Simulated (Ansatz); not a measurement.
# AlGaAs2 (zincblende [001] superlattice) (P-4m2): the gap up the ladder of methods

Aim: the gap of AlGaAs2 (zincblende [001] superlattice) (P-4m2) at several levels of theory on one structure, with the time that each takes.

Method: density functionals, hybrids and G0W0, plane waves, PAW, in Ansatz 0.2.0.

This is a report of a sequence of runs, with most program output left out.

The structure was built from a prototype and need not be the compound's stable phase.

## Step 1: The starting structure

It takes space group P-4m2 (No. 115, tetragonal). The conventional cell has a = 4.012 Å, b = 4.012 Å, c = 11.308 Å, α = 90.00°, β = 90.00°, γ = 90.00°. Nearest to Ga lie 4 As at 2.45 Å. Nearest to As lie 4 Ga at 2.45 Å. Nearest to As lie 2 Al at 2.45 Å and 2 Ga at 2.45 Å. Nearest to Al lie 4 As at 2.45 to 2.46 Å. As has 4 Al at 2.46 Å nearest. It derives from GaAs. Farther neighbours are not listed.

The structure was relaxed with PBEsol. The runs that relaxed it are not among those shown. The default PAW set here is soft_1. Its files were made with PBE; for other functionals the partial waves and projectors stay those of PBE.

## Step 2: PBEsol on the 6×6×2 mesh

Levels along a band path and on the mesh show where this functional puts the band edges.

This step: DFT, PBEsol, plane waves, PAW.

Contents of input.yaml:

```yaml
crystal:
  lattice:
    - [4.0121004254, 0.0, 0.0]
    - [0.0, 4.0121774824, 0.0]
    - [0.0, 0.0, 11.3080197639]
  atoms:
    - { symbol: Ga, position: [0.0, 0.0, 0.0626448666] }
    - { symbol: As, position: [0.5, 0.0, 0.1872745596] }
    - { symbol: Ga, position: [0.5, 0.5, 0.3118934675] }
    - { symbol: As, position: [0.0, 0.5, 0.4369768512] }
    - { symbol: Al, position: [0.0, 0.0, 0.5619357869] }
    - { symbol: As, position: [0.5, 0.0, 0.6872607466] }
    - { symbol: Al, position: [0.5, 0.5, 0.8125828688] }
    - { symbol: As, position: [0.0, 0.5, 0.9375483135] }
kpoints:
  mp_grid: { grid: [6, 6, 2] }
  band_path:
    path:
      - [[0.0, 0.0, 0.0], [0.5, 0.0, 0.0], [0.5, 0.5, 0.0], [0.0, 0.5, 0.0], [0.0, 0.0, 0.0], [0.0, 0.0, 0.5], [0.5, 0.0, 0.5], [0.5, 0.5, 0.5], [0.0, 0.5, 0.5], [0.0, 0.0, 0.5]]
      - [[0.5, 0.0, 0.0], [0.5, 0.0, 0.5]]
      - [[0.0, 0.5, 0.0], [0.0, 0.5, 0.5]]
      - [[0.5, 0.5, 0.0], [0.5, 0.5, 0.5]]
    npoints: 10
hamiltonian:
  xc: pbesol
  pseudopotentials: { kind: paw, azcp: { folder: "./paw" } }
scf:
  occupations: { method: fermi_dirac, width: 0.02 }
  n_extra_bands: 6
output:
  eigenvalues: true
  forces: true
  stress: true
  write_density: true
  write_potential: true
  elf: true
  volumetric_format: npy
```

Launch:

```sh
ansatz run input.yaml --threads 3 --pin off --max-ram 92160MiB --backend cuda --events-out ev --progress --plain --runs-dir out --devices 1 --max-vram 13GiB
```

Elapsed: 17 s, on 1 × NVIDIA H100 80GB HBM3 (shared by 6 runs) with 3 threads of AMD EPYC 7R13 (Zen 3), shared host; peak memory 1.1 GiB.

This step gave:

* pressure: -0.004188 GPa
* filled bands: 46
* gap: 1.070 eV
* valence top at: Γ
* conduction bottom at: Γ
* least direct gap: 1.070 eV

Over mesh and path the gap is 1.070 eV, direct, at k = Γ. The program's warnings for this run: near symmetry operations not taken; pseudo functional mismatch.

## Step 3: PBEsol+SOC on the 6×6×2 mesh

This run has two-component orbitals with spin-orbit coupling.

This step: DFT, PBEsol with spin-orbit coupling, plane waves, PAW.

Contents of input.yaml:

```yaml
crystal:
  lattice:
    - [4.0121004254, 0.0, 0.0]
    - [0.0, 4.0121774824, 0.0]
    - [0.0, 0.0, 11.3080197639]
  atoms:
    - { symbol: Ga, position: [0.0, 0.0, 0.0626448666] }
    - { symbol: As, position: [0.5, 0.0, 0.1872745596] }
    - { symbol: Ga, position: [0.5, 0.5, 0.3118934675] }
    - { symbol: As, position: [0.0, 0.5, 0.4369768512] }
    - { symbol: Al, position: [0.0, 0.0, 0.5619357869] }
    - { symbol: As, position: [0.5, 0.0, 0.6872607466] }
    - { symbol: Al, position: [0.5, 0.5, 0.8125828688] }
    - { symbol: As, position: [0.0, 0.5, 0.9375483135] }
kpoints:
  mp_grid: { grid: [6, 6, 2] }
  band_path:
    path:
      - [0.0, 0.0, 0.0]
      - [0.5, 0.0, 0.0]
      - [0.5, 0.5, 0.0]
      - [0.0, 0.5, 0.0]
      - [0.0, 0.0, 0.5]
      - [0.5, 0.0, 0.5]
      - [0.5, 0.5, 0.5]
      - [0.0, 0.5, 0.5]
    npoints: 1
hamiltonian:
  xc: pbesol
  pseudopotentials: { kind: paw_fr, azcp: { folder: "./paw" } }
scf:
  occupations: { method: fermi_dirac, width: 0.02 }
  n_extra_bands: 12
magnetization:
  noncollinear: true
  spin_orbit: true
output:
  eigenvalues: true
  forces: true
  stress: true
```

The job ended after 26 s (1 × NVIDIA H100 80GB HBM3 (shared by 6 runs) with 3 threads; peak memory 1.1 GiB).

This step gave:

```
pressure             : -0.009731 GPa
gap                  : 0.9674 eV
valence top at       : Γ
conduction bottom at : Γ
least direct gap     : 0.9674 eV
```

Over mesh and listed points the gap is 0.967 eV, direct, at k = Γ. PBEsol+SOC against PBEsol: 0.967 − 1.070 = −0.103 eV, with the same mesh, set of files (read in its fully relativistic form for the spin-orbit run) and cutoff, and both edges at the same k points. The spin-orbit run sees mesh and listed points alone, so its gap is an upper bound: the coupling can move an edge off these points, the more so as this crystal has no centre of inversion, and the change over the zone, its sign included where it is small, is not known. The program's warnings for this run: near symmetry operations not taken; pseudo functional mismatch.

## Step 4: HSE06 on the 4×4×2 mesh

HSE06 mixes in a quarter of exact exchange at short range.

This step: DFT, HSE06, plane waves, PAW.

Edit input.yaml of step 3 so:

```diff
@@ -15,3 +15,3 @@
 kpoints:
-  mp_grid: { grid: [6, 6, 2] }
+  mp_grid: { grid: [4, 4, 2] }
   band_path:
@@ -28,13 +28,8 @@
 hamiltonian:
-  xc: pbesol
-  pseudopotentials: { kind: paw_fr, azcp: { folder: "./paw" } }
+  xc: hse06
+  pseudopotentials: { kind: paw, azcp: { folder: "./paw" } }
 scf:
-  occupations: { method: fermi_dirac, width: 0.02 }
-  n_extra_bands: 12
-magnetization:
-  noncollinear: true
-  spin_orbit: true
+  occupations: { method: fixed }
+  n_extra_bands: 6
 output:
   eigenvalues: true
-  forces: true
-  stress: true
```

Wall time 52 s (1 × NVIDIA H100 80GB HBM3 (shared by 6 runs) with 3 threads); peak memory 1.5 GiB; 45 s of CPU time.

This step gave:

```yaml
gap: 1.981 eV
valence_top_at: Γ
conduction_bottom_at: Γ
least_direct_gap: 1.981 eV
exact_exchange_fraction: 0.25
```

Over mesh and listed points the gap is 1.981 eV, direct, at k = Γ. HSE06 against PBEsol: 1.981 − 1.070 = +0.911 eV. The runs also differ in mesh (6×6×2 and 4×4×2), so how much of this comes from the functional alone is not known. The program's warnings for this run: near symmetry operations not taken.

## Step 5: G0W0@PBEsol, 4×4×2 mesh, 543 empty bands, screening to 120 eV

G0W0 replaces the xc potential by a self-energy built once from the orbitals of the start. Levels are corrected in the window of bands that the input names, at points of the mesh.

This step: G0W0 on PBEsol, plane waves, PAW.

Edit input.yaml of step 4 so:

```diff
@@ -16,15 +16,4 @@
   mp_grid: { grid: [4, 4, 2] }
-  band_path:
-    path:
-      - [0.0, 0.0, 0.0]
-      - [0.5, 0.0, 0.0]
-      - [0.5, 0.5, 0.0]
-      - [0.0, 0.5, 0.0]
-      - [0.0, 0.0, 0.5]
-      - [0.5, 0.0, 0.5]
-      - [0.5, 0.5, 0.5]
-      - [0.0, 0.5, 0.5]
-    npoints: 1
 hamiltonian:
-  xc: hse06
+  xc: pbesol
   pseudopotentials: { kind: paw, azcp: { folder: "./paw" } }
@@ -32,4 +21,7 @@
   occupations: { method: fixed }
-  n_extra_bands: 6
-output:
-  eigenvalues: true
+gw:
+  n_empty_bands: 543
+  ecut_chi: 120.0
+  qp_bands: [v2, c2]
+  qp_kpoints: band_edges
+  screening: { model: contour_deformation }
```

Wall time 43 s (1 × NVIDIA H100 80GB HBM3 (shared by 6 runs) with 3 threads); peak memory 2.6 GiB.

This step gave:

```
bands summed                                    : 589
RPA ε∞ on this mesh (eigenvalues)               : 17.17, 19.80, 19.80
plane waves in the screening matrix             : 529
G0W0 gap over the corrected points              : 1.859 eV
k of the valence top                            : 0, 0, 0
k of the conduction bottom                      : -0.5, -0.5, 0
starting gap on the mesh                        : 1.064 eV
Z at the valence top                            : 0.7610
Z at the conduction bottom                      : 0.7806
least direct G0W0 gap over the corrected points : 1.901 eV
```

Over 12 of 18 irreducible mesh points the G0W0 gap is 1.859 eV, from k = Γ to k = (-0.500, -0.500, 0.000). The PBEsol gap of this run on the mesh is 1.064 eV. Other states bound it: the two that bound the G0W0 gap lie 1.307 eV apart in PBEsol, so state for state the correction is 1.859 − 1.307 = +0.552 eV, while gap against gap it is 1.859 − 1.064 = +0.795 eV. The program's warnings for this run: near symmetry operations not taken; pseudo functional mismatch.

## Step 6: The ladder

Each gap is the least one over the points named; times are wall times on shared hosts, not benchmarks. A G0W0 time includes the run's own self-consistent start. Runs with listed points see these and the mesh alone, so an edge that moves elsewhere is missed. Rows marked * are further runs, not shown as steps, whose inputs differ from the G0W0 step on the same start in the columns given; solver thresholds can differ too.

| level | mesh | files, cutoff | bands summed, screening | points | gap (eV) | valence top | conduction bottom | least direct gap (eV) | time |
| --- | --- | --- | --- | --- | --- | --- | --- | --- | --- |
| PBEsol | 6×6×2 | soft_1 PAW, 420 eV | - | mesh and path | 1.070 | Γ | Γ | 1.070 | 17 s |
| PBEsol+SOC | 6×6×2 | soft_1 PAW, 420 eV | - | mesh and listed points | 0.967 | Γ | Γ | 0.967 | 26 s |
| HSE06 | 4×4×2 | soft_1 PAW, 420 eV | - | mesh and listed points | 1.981 | Γ | Γ | 1.981 | 52 s |
| G0W0@PBEsol* | 4×4×2 | soft_1 PAW, 420 eV | 183, 48 eV | 12 of 18 irreducible mesh points | 1.580 | Γ | (-0.500, -0.500, 0.000) | 1.626 | 27 s |
| G0W0@PBEsol | 4×4×2 | soft_1 PAW, 420 eV | 589, 120 eV | 12 of 18 irreducible mesh points | 1.859 | Γ | (-0.500, -0.500, 0.000) | 1.901 | 43 s |

## Step 7: Outcome

```json
{
 "PBEsol, over mesh and path": "1.070 eV",
 "PBEsol+SOC, over mesh and listed points": "0.967 eV",
 "HSE06, over mesh and listed points": "1.981 eV",
 "G0W0@PBEsol (589 bands, 4×4×2), over 12 of 18 irreducible mesh points": "1.859 eV",
 "known limits": "finite bands, screening cutoff and k mesh; no spin-orbit coupling in G0W0; d shells not analysed"
}
```

What this shows: The rows run from 0.967 eV (PBEsol+SOC) to 1.981 eV (HSE06). They differ in mesh, bands and screening cutoff of G0W0 and the points over which the gap was sought as well as in level, so only pairs that share these are like for like. PBEsol+SOC against PBEsol: 0.967 − 1.070 = −0.103 eV, with the same mesh, set of files (read in its fully relativistic form for the spin-orbit run) and cutoff, and both edges at the same k points. The spin-orbit run sees mesh and listed points alone, so its gap is an upper bound: the coupling can move an edge off these points, the more so as this crystal has no centre of inversion, and the change over the zone, its sign included where it is small, is not known. G0W0@PBEsol (589 bands, 4×4×2) moves the gap of its own start on the mesh by 1.859 − 1.064 = +0.795 eV, with other states at the edges (they lie 1.307 eV apart at the start). Both edges that PBEsol shows over mesh and path lie at k points where levels were corrected. G0W0 has the conduction bottom at another k point than that. Levels at other points were not corrected, so a lower G0W0 gap elsewhere in the zone is not ruled out. What spin-orbit coupling does to the G0W0 levels was not computed, so no sum with the G0W0 gap is formed. For G0W0@PBEsol: from 183 bands and 48 eV to 589 bands and 120 eV the gap moves by 1.859 − 1.580 = +0.279 eV; bands and screening cutoff rise together, so their parts are not told apart. Two runs can't test a law of convergence, so the limit is not known. For G0W0@PBEsol (589 bands, 4×4×2): the program's warnings for this run: near symmetry operations not taken; pseudo functional mismatch. For the further run with 183 bands on the 4×4×2 mesh, the program warns: near symmetry operations not taken; pseudo functional mismatch. The G0W0 runs are scalar-relativistic. One-shot GW is known to converge slowly in bands for compounds with shallow d shells. The cell holds Ga; the filling of the d shell and its place against the gap were not analysed here. No pair of G0W0 runs that differ in the mesh alone is shown (4×4×2 is a supercell whose nearest images lie 16 Å apart), so the error from the mesh is not known here. G0W0 is shown with one set of atomic data (soft_1 PAW), so the error from the files is not known here.

[Paths, hosts, dates, memory and timing lines, banners, echoed tables and standing remarks are left out of the program output.]

[Logs are printed without paths, hosts, clocks, repeated set-up lines and the standing remarks that a program may print on its own settings, such as how far it seeks lower states.]

[Runs of the session that timed out or met a known fault of the program may be left out.]

[Cells called generated may have been cut or substituted from an entry of the Crystallography Open Database or the Materials Project.]

[Hosts, paths, dates, database ids (printed as entryN), source tags and the programs' standing remarks are cut or masked in the printed files.]

[Where an RPA ε∞ is given, it is that of the G0W0 mesh and is not shown converged in it. Names of k-points follow the symmetry that the program found, which can be lower than the space group named. Band edges on a path are those of the sampled points; other points can move an edge, and change direct to indirect where valleys lie close.]

[Hybrid gaps are those of their k-mesh and are not shown converged in it.]
